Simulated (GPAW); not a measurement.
# Screening of a field by a 8-layer slab of Ca(100)

How does a 8-layer slab of Ca(100) screen a perpendicular field?

Program: GPAW 26.7.0. Level of theory: GPAW, PAW setups; slab in vacuum, relaxation, in the first sound run; inputs show where later runs differ. Results are calculated unless marked as measured.

Most raw output is cut from this account.

## Step 1: Starting point

The cell holds 8 atoms: 8 Ca. Cell: a = 3.946 Å, b = 3.946 Å, c = 33.530 Å, α = 90.0°, β = 90.0°, γ = 90.0°. Vacuum lies along c.

As a file:

```
Ca
1.0
     3.94566    0.00000    0.00000
     0.00000    3.94566    0.00000
     0.00000    0.00000   33.53000
Ca
8
Direct
  0.50000 0.50000 0.20877
  0.00000 0.00000 0.29198
  0.50000 0.50000 0.37519
  0.00000 0.00000 0.45840
  0.50000 0.50000 0.54160
  0.00000 0.00000 0.62481
  0.50000 0.50000 0.70802
  0.00000 0.00000 0.79123
```

## Step 2: Relaxing the atoms

Forces are removed first; all later runs use this geometry. The lowest 4 atoms are held at bulk positions and keep their forces.

run.py

```python
import json
import numpy as np
from ase import Atoms
from ase.constraints import FixAtoms
from ase.optimize import BFGS
from gpaw import GPAW, PW

slab = Atoms(
    ['Ca', 'Ca', 'Ca', 'Ca', 'Ca', 'Ca', 'Ca', 'Ca'],
    positions=[
        [1.97283, 1.97283, 7.00000],
        [0.00000, 0.00000, 9.79000],
        [1.97283, 1.97283, 12.58000],
        [0.00000, 0.00000, 15.37000],
        [1.97283, 1.97283, 18.16000],
        [0.00000, 0.00000, 20.95000],
        [1.97283, 1.97283, 23.74000],
        [0.00000, 0.00000, 26.53000]],
    cell=[[3.94566, 0.0, 0.0], [0.0, 3.94566, 0.0], [0.0, 0.0, 33.53]],
    pbc=[True, True, False])

slab.calc = GPAW(mode=PW(400), xc='PBE', kpts={'size': (8, 8, 1), 'gamma': True},
                 occupations={'name': 'fermi-dirac', 'width': 0.1}, nbands='160%',
                 convergence={'density': 1e-05}, maxiter=200,
                 poissonsolver={'dipolelayer': 'xy'},
                 symmetry={'tolerance': 1e-3, 'extra_ids': [1, 1, 1, 1, 0, 0, 0, 0]}, txt='slab.txt')
result = {}
slab.set_constraint(FixAtoms([0, 1, 2, 3]))
path = []
opt = BFGS(slab, maxstep=0.2)
opt.attach(lambda: path.append((slab.get_potential_energy(), slab.positions.tolist(), slab.get_forces().tolist())))
result['relaxed'] = bool(opt.run(fmax=0.03, steps=40))
result['path'] = path
energy = slab.get_potential_energy()
fermi = slab.calc.get_fermi_level()
v = slab.calc.get_electrostatic_potential().mean((0, 1)) - fermi
n = slab.calc.get_pseudo_density().mean((0, 1))
L = slab.cell[2, 2]
z = np.arange(len(v)) * L / len(v)
low, high = slab.positions[:, 2].min(), slab.positions[:, 2].max()
below, above = np.interp([low - 4.8, high + 4.8], z, v)
slopes = [np.interp(x, z, np.gradient(v, z)) for x in (low - 4.8, high + 4.8)]
eps = np.array([[slab.calc.get_eigenvalues(k, s) for k in range(len(slab.calc.get_ibz_k_points()))]
                for s in range(slab.calc.get_number_of_spins())]) - fermi
top, bottom = eps[eps < 0].max(), eps[eps > 0].min()
dipole = slab.get_dipole_moment()[2]
print(f'energy {energy:.4f} eV, Fermi level {fermi:.4f} eV, dipole {dipole:.5f} e A')
print(f'potential 4.8 A off the faces, from the Fermi level: lower {below:.4f} eV, upper {above:.4f} eV')
print(f'slope of the potential there: lower {slopes[0]:.5f}, upper {slopes[1]:.5f} eV/A')
print(f'nearest levels on the mesh: {top:.4f} and {bottom:.4f} eV')
print('magnetic moment', round(slab.get_magnetic_moment(), 3))
result.update(energy=energy, fermi=fermi, dipole=dipole, below=below, above=above, slopes=slopes, edges=[top, bottom],
              z=z.tolist(), v=v.tolist(), n=n.tolist(), positions=slab.positions.tolist(),
              forces=slab.get_forces(apply_constraint=False).tolist(), moments=slab.get_magnetic_moments().tolist())
json.dump(result, open('result.json', 'w'))
```

Command:

```console
OMP_NUM_THREADS=1 OPENBLAS_NUM_THREADS=1 python run.py
```

It took 59 min on 1 thread of Arm Neoverse V2, shared host; peak memory 0.43 GiB.

Relaxation path:

| step | energy less that of the first step (eV) | largest force (eV/Å) |
| --- | --- | --- |
| 1 | 0.0000 | 0.1215 |
| 2 | -0.0003 | 0.1190 |
| 3 | -0.0050 | 0.0521 |
| 4 | -0.0050 | 0.0481 |
| 5 | -0.0058 | 0.0384 |
| 6 | -0.0066 | 0.0387 |
| 7 | -0.0071 | 0.0381 |
| 8 | -0.0072 | 0.0421 |
| 9 | -0.0073 | 0.0398 |
| 10 | -0.0074 | 0.0343 |
| 11 | -0.0077 | 0.0398 |
| 12 | -0.0081 | 0.0429 |
| 13 | -0.0085 | 0.0345 |
| 14 | -0.0086 | 0.0397 |
| 15 | -0.0087 | 0.0379 |
| 16 | -0.0088 | 0.0355 |
| 17 | -0.0090 | 0.0297 |

The atoms that moved most (Å):

| atom | dx | dy | dz | length |
| --- | --- | --- | --- | --- |
| Ca8 | 0.000 | 0.000 | -0.156 | 0.156 |
| Ca7 | 0.000 | 0.000 | -0.048 | 0.048 |
| Ca5 | 0.000 | 0.000 | 0.019 | 0.019 |
| Ca6 | 0.000 | 0.000 | 0.005 | 0.005 |

The relaxed structure:

```cif
data_structure
_symmetry_space_group_name_H-M 'P 1'
_symmetry_Int_Tables_number 1
_cell_length_a 3.9457
_cell_length_b 3.9457
_cell_length_c 33.5300
_cell_angle_alpha 90.000
_cell_angle_beta 90.000
_cell_angle_gamma 90.000
_cell_volume 522.00
loop_
_atom_site_label
_atom_site_type_symbol
_atom_site_fract_x
_atom_site_fract_y
_atom_site_fract_z
_atom_site_occupancy
Ca1 Ca 0.50000 0.50000 0.20877 1
Ca2 Ca 0.00000 0.00000 0.29198 1
Ca3 Ca 0.50000 0.50000 0.37519 1
Ca4 Ca 0.00000 0.00000 0.45840 1
Ca5 Ca 0.50000 0.50000 0.54218 1
Ca6 Ca 0.00000 0.00000 0.62497 1
Ca7 Ca 0.50000 0.50000 0.70660 1
Ca8 Ca 0.00000 0.00000 0.78657 1
```

Numbers from this step:

```
dipole along the normal                    : 0.001335 e·Å
levels nearest the Fermi level on the mesh : -0.004260, 0.01324 eV from the Fermi level
upper work function                        : 2.772 eV
lower work function                        : 2.787 eV
```

The electrostatic potential energy of an electron (without an applied field's), less the Fermi level, planar mean oscillates, so the rows of the table below give means over windows of 2.78 Å about each position, cut where the curve ends. Its maxima inside the range that stand out by 2 % of the span (Å: eV): 8.4: 0.806, 11.2: 0.742, 13.9: 0.734, 16.8: 0.805, 19.6: 0.702, 22.3: 0.602, 25.0: 0.515. Its minima: 7.0: -9.92, 9.7: -9.52, 12.7: -9.30, 15.4: -9.59, 18.2: -9.54, 21.0: -9.60, 23.7: -9.53, 26.4: -9.88.

The electrostatic potential energy of an electron (without an applied field's), less the Fermi level, planar mean by z; means over each step:

| z (Å) | electrostatic potential energy of an electron (without an applied field's), less the Fermi level, planar mean (eV) |
| --- | --- |
| 1.39 | 2.79 |
| 4.17 | 2.47 |
| 6.95 | -3.38 |
| 9.73 | -3.15 |
| 12.51 | -3.16 |
| 15.29 | -3.19 |
| 18.07 | -3.18 |
| 20.85 | -3.18 |
| 23.63 | -3.19 |
| 26.41 | -3.40 |
| 29.19 | 2.45 |
| 31.97 | 2.77 |

The pseudo valence density, planar mean oscillates, so the rows of the table below give means over windows of 2.72 Å about each position, cut where the curve ends. Its maxima inside the range that stand out by 2 % of the span (Å: e/Å³): 6.9: 0.594, 9.8: 0.603, 12.6: 0.613, 15.3: 0.599, 18.2: 0.606, 21.0: 0.614, 23.7: 0.614, 26.4: 0.611. Its minima: 8.4: 0.0555, 11.1: 0.0539, 14.0: 0.0540, 16.8: 0.0531, 19.5: 0.0544, 22.4: 0.0558, 24.9: 0.0601.

Pseudo valence density, planar mean against z; means over each step:

| z (Å) | pseudo valence density, planar mean (e/Å³) |
| --- | --- |
| 1.36 | 3.3e-5 |
| 4.08 | 0.00431 |
| 6.80 | 0.227 |
| 9.52 | 0.235 |
| 12.24 | 0.234 |
| 14.96 | 0.234 |
| 17.68 | 0.233 |
| 20.40 | 0.234 |
| 23.12 | 0.236 |
| 25.84 | 0.236 |
| 28.56 | 0.0152 |
| 31.28 | 1.4e-4 |

The relaxation lowered the energy of the cell by 0.00901 eV (energies extrapolated to zero smearing; the optimiser's log prints free energies). The largest force left on a free atom is 0.030 eV/Å.

## Step 3: The slab's potential

The work function is the vacuum plateau of the electrostatic potential less the Fermi level; a dipole layer lets the two faces have plateaus of their own.

This step: GPAW, PAW setups; slab in vacuum (GPAW 26.7.0).

Edit run.py of step 2 so:

```diff
@@ -3,4 +3,2 @@
 from ase import Atoms
-from ase.constraints import FixAtoms
-from ase.optimize import BFGS
 from gpaw import GPAW, PW
@@ -14,6 +12,6 @@
         [0.00000, 0.00000, 15.37000],
-        [1.97283, 1.97283, 18.16000],
-        [0.00000, 0.00000, 20.95000],
-        [1.97283, 1.97283, 23.74000],
-        [0.00000, 0.00000, 26.53000]],
+        [1.97283, 1.97283, 18.17920],
+        [-0.00000, 0.00000, 20.95510],
+        [1.97283, 1.97283, 23.69232],
+        [0.00000, -0.00000, 26.37378]],
     cell=[[3.94566, 0.0, 0.0], [0.0, 3.94566, 0.0], [0.0, 0.0, 33.53]],
@@ -25,10 +23,4 @@
                  poissonsolver={'dipolelayer': 'xy'},
-                 symmetry={'tolerance': 1e-3, 'extra_ids': [1, 1, 1, 1, 0, 0, 0, 0]}, txt='slab.txt')
+                 symmetry={'tolerance': 1e-3}, txt='slab.txt')
 result = {}
-slab.set_constraint(FixAtoms([0, 1, 2, 3]))
-path = []
-opt = BFGS(slab, maxstep=0.2)
-opt.attach(lambda: path.append((slab.get_potential_energy(), slab.positions.tolist(), slab.get_forces().tolist())))
-result['relaxed'] = bool(opt.run(fmax=0.03, steps=40))
-result['path'] = path
 energy = slab.get_potential_energy()
```

Run time: 7 min. Hardware: 1 thread; peak memory 0.43 GiB.

Numbers from this step:

```
dipole along the normal                    : 0.001324 e·Å
levels nearest the Fermi level on the mesh : -0.004269, 0.01322 eV from the Fermi level
```

The electrostatic potential energy of an electron (without an applied field's), less the Fermi level, planar mean oscillates, so the rows of the table below give means over windows of 2.78 Å about each position, cut where the curve ends. Its maxima inside the range that stand out by 2 % of the span (Å: eV): 8.4: 0.806, 11.2: 0.742, 13.9: 0.734, 16.8: 0.805, 19.6: 0.702, 22.3: 0.602, 25.0: 0.515. Its minima: 7.0: -9.92, 9.7: -9.52, 12.7: -9.30, 15.4: -9.59, 18.2: -9.54, 21.0: -9.60, 23.7: -9.53, 26.4: -9.88.

The electrostatic potential energy of an electron (without an applied field's), less the Fermi level, planar mean by z; means over each step:

(Unchanged from step 2.)

The pseudo valence density, planar mean oscillates, so the rows of the table below give means over windows of 2.72 Å about each position, cut where the curve ends. Its maxima inside the range that stand out by 2 % of the span (Å: e/Å³): 6.9: 0.594, 9.8: 0.603, 12.6: 0.613, 15.3: 0.599, 18.2: 0.606, 21.0: 0.614, 23.7: 0.614, 26.4: 0.611. Its minima: 8.4: 0.0555, 11.1: 0.0539, 14.0: 0.0540, 16.8: 0.0531, 19.5: 0.0544, 22.4: 0.0558, 24.9: 0.0601.

The pseudo valence density, planar mean by z; means over each step:

z (Å), pseudo valence density, planar mean (e/Å³) and a bar:
```
     1.36      0.000 
     4.08      0.004 #
     6.80      0.227 #############################
     9.52      0.235 ##############################
    12.24      0.234 ##############################
    14.96      0.234 ##############################
    17.68      0.233 ##############################
    20.40      0.234 ##############################
    23.12      0.236 ##############################
    25.84      0.236 ##############################
    28.56      0.015 ##
    31.28      0.000
```

Force by atom:

| atom | x (eV/Å) | y (eV/Å) | z (eV/Å) | size |
| --- | --- | --- | --- | --- |
| Ca1 | 0.000 | 0.000 | 0.122 | 0.122 |
| Ca2 | 0.000 | 0.000 | -0.075 | 0.075 |
| Ca3 | 0.000 | 0.000 | -0.006 | 0.006 |
| Ca4 | 0.000 | 0.000 | 0.021 | 0.021 |
| Ca5 | 0.000 | 0.000 | -0.030 | 0.030 |
| Ca6 | 0.000 | 0.000 | -0.024 | 0.024 |
| Ca7 | 0.000 | 0.000 | 0.012 | 0.012 |
| Ca8 | 0.000 | 0.000 | -0.019 | 0.019 |

The potential is flat to 0.006 eV/Å where it is read, so the vacuum is wide enough.

## Step 4: Field on

A uniform field along the normal polarises the slab; the atoms stay fixed, so this is the electronic response alone.

Edit run.py of step 3 so:

```diff
@@ -4,2 +4,3 @@
 from gpaw import GPAW, PW
+from gpaw.external import ConstantElectricField
 
@@ -23,2 +24,3 @@
                  poissonsolver={'dipolelayer': 'xy'},
+                 external=ConstantElectricField(-0.2, [0, 0, 1]),
                  symmetry={'tolerance': 1e-3}, txt='slab.txt')
```

The job ended after 12 min (1 thread; peak memory 0.66 GiB).

Numbers from this step:

| Property | Result |
| --- | --- |
| dipole along the normal | -0.4179 e·Å |
| levels nearest the Fermi level on the mesh | -0.003330, 0.01331 eV from the Fermi level |
| potential below the slab, the applied field's own ramp left out | 0.3515 eV from the Fermi level |
| potential above the slab, the applied field's own ramp left out | 5.206 eV from the Fermi level |

The electrostatic potential energy of an electron (without an applied field's), less the Fermi level, planar mean oscillates, so the rows of the table below give means over windows of 2.83 Å about each position, cut where the curve ends. Its maxima inside the range that stand out by 2 % of the span (Å: eV): 8.4: -0.868, 11.2: -0.367, 14.0: 0.176, 16.8: 0.805, 19.6: 1.27, 22.3: 1.71, 25.0: 2.17, 32.4: 5.21. Its minima: 7.0: -11.9, 9.7: -10.9, 12.7: -10.1, 15.4: -9.87, 18.1: -9.26, 21.0: -8.76, 23.7: -8.15, 26.4: -7.95.

Electrostatic potential energy of an electron (without an applied field's), less the Fermi level, planar mean against z; means over each step:

z (Å), electrostatic potential energy of an electron (without an applied field's), less the Fermi level, planar mean (eV) and a bar from the least value:
```
     1.42        0.5 #################
     4.25        0.0 ###############
     7.08       -5.3 
     9.91       -4.5 ##
    12.73       -3.9 ####
    15.57       -3.4 ######
    18.39       -2.8 #######
    21.23       -2.2 #########
    24.05       -1.7 ##########
    26.88       -1.0 ############
    29.71        5.0 ##############################
    32.55        5.1 ##############################
```

Force by atom:

| atom | x (eV/Å) | y (eV/Å) | z (eV/Å) | size |
| --- | --- | --- | --- | --- |
| Ca1 | 0.000 | 0.000 | 0.122 | 0.122 |
| Ca2 | 0.000 | 0.000 | -0.078 | 0.078 |
| Ca3 | 0.000 | 0.000 | -0.006 | 0.006 |
| Ca4 | 0.000 | 0.000 | 0.021 | 0.021 |
| Ca5 | 0.000 | 0.000 | -0.028 | 0.028 |
| Ca6 | 0.000 | 0.000 | -0.023 | 0.023 |
| Ca7 | 0.000 | 0.000 | 0.009 | 0.009 |
| Ca8 | 0.000 | 0.000 | -0.015 | 0.015 |

The dipole is now -0.418 e Å, against 0.0013 in the run without a field.

## Step 5: Field on

Edit run.py of step 4 so:

```diff
@@ -24,3 +24,3 @@
                  poissonsolver={'dipolelayer': 'xy'},
-                 external=ConstantElectricField(-0.2, [0, 0, 1]),
+                 external=ConstantElectricField(-0.1, [0, 0, 1]),
                  symmetry={'tolerance': 1e-3}, txt='slab.txt')
```

It took 12 min on 1 thread; peak memory 0.66 GiB.

Numbers from this step:

| Quantity | Value |
| --- | --- |
| dipole along the normal | -0.2082 e·Å |
| levels nearest the Fermi level on the mesh | -0.003866, 0.01322 eV from the Fermi level |
| potential below the slab, the applied field's own ramp left out | 1.566 eV from the Fermi level |
| potential above the slab, the applied field's own ramp left out | 3.985 eV from the Fermi level |

The electrostatic potential energy of an electron (without an applied field's), less the Fermi level, planar mean oscillates, so the rows of the table below give means over windows of 2.83 Å about each position, cut where the curve ends. Its maxima inside the range that stand out by 2 % of the span (Å: eV): 8.4: -0.0310, 11.2: 0.187, 13.9: 0.452, 16.8: 0.805, 19.6: 0.985, 22.3: 1.16, 25.0: 1.34, 32.8: 3.99. Its minima: 7.0: -10.9, 9.7: -10.2, 12.7: -9.71, 15.4: -9.73, 18.1: -9.40, 21.0: -9.18, 23.7: -8.84, 26.4: -8.92.

Electrostatic potential energy of an electron (without an applied field's), less the Fermi level, planar mean against z; means over each step:

| z (Å) | electrostatic potential energy of an electron (without an applied field's), less the Fermi level, planar mean (eV) |
| --- | --- |
| 1.42 | 1.65 |
| 4.25 | 1.22 |
| 7.08 | -4.29 |
| 9.91 | -3.77 |
| 12.73 | -3.50 |
| 15.57 | -3.23 |
| 18.39 | -2.97 |
| 21.23 | -2.70 |
| 24.05 | -2.44 |
| 26.88 | -2.05 |
| 29.71 | 3.84 |
| 32.55 | 3.94 |

Force by atom:

| atom | x (eV/Å) | y (eV/Å) | z (eV/Å) | size |
| --- | --- | --- | --- | --- |
| Ca1 | 0.000 | 0.000 | 0.122 | 0.122 |
| Ca2 | 0.000 | 0.000 | -0.077 | 0.077 |
| Ca3 | 0.000 | 0.000 | -0.006 | 0.006 |
| Ca4 | 0.000 | 0.000 | 0.022 | 0.022 |
| Ca5 | 0.000 | 0.000 | -0.028 | 0.028 |
| Ca6 | 0.000 | 0.000 | -0.024 | 0.024 |
| Ca7 | 0.000 | 0.000 | 0.010 | 0.010 |
| Ca8 | 0.000 | 0.000 | -0.018 | 0.018 |

The dipole is now -0.208 e Å, against 0.0013 in the run without a field.

## Step 6: Field on

Edit run.py of step 5 so:

```diff
@@ -24,3 +24,3 @@
                  poissonsolver={'dipolelayer': 'xy'},
-                 external=ConstantElectricField(-0.1, [0, 0, 1]),
+                 external=ConstantElectricField(-0.05, [0, 0, 1]),
                  symmetry={'tolerance': 1e-3}, txt='slab.txt')
```

Elapsed: 12 min, on 1 thread; peak memory 0.66 GiB.

The electrostatic potential energy of an electron (without an applied field's), less the Fermi level, planar mean oscillates, so the rows of the table below give means over windows of 2.83 Å about each position, cut where the curve ends. Its maxima inside the range that stand out by 2 % of the span (Å: eV): 8.4: 0.387, 11.2: 0.464, 13.9: 0.593, 16.8: 0.805, 19.6: 0.843, 22.3: 0.879, 25.0: 0.929, 33.0: 3.38. Its minima: 7.0: -10.4, 9.7: -9.87, 12.7: -9.50, 15.4: -9.66, 18.1: -9.47, 21.0: -9.39, 23.7: -9.19, 26.4: -9.40.

The electrostatic potential energy of an electron (without an applied field's), less the Fermi level, planar mean by z; means over each step:

| z (Å) | electrostatic potential energy of an electron (without an applied field's), less the Fermi level, planar mean (eV) |
| --- | --- |
| 1.42 | 2.22 |
| 4.25 | 1.81 |
| 7.08 | -3.81 |
| 9.91 | -3.43 |
| 12.73 | -3.30 |
| 15.57 | -3.17 |
| 18.39 | -3.05 |
| 21.23 | -2.92 |
| 24.05 | -2.81 |
| 26.88 | -2.56 |
| 29.71 | 3.24 |
| 32.55 | 3.35 |

## Step 7: In a field

Edit run.py of step 6 so:

```diff
@@ -24,3 +24,3 @@
                  poissonsolver={'dipolelayer': 'xy'},
-                 external=ConstantElectricField(-0.05, [0, 0, 1]),
+                 external=ConstantElectricField(0.05, [0, 0, 1]),
                  symmetry={'tolerance': 1e-3}, txt='slab.txt')
```

Wall time 13 min (1 thread); peak memory 0.66 GiB.

[end of part 1 of 2]

[Logs are printed without paths, hosts, clocks, repeated set-up lines and the standing remarks that a program may print on its own settings, such as how far it seeks lower states.]

[Hosts, paths, dates, database ids (printed as entryN), source tags and the programs' standing remarks are cut or masked in the printed files.]
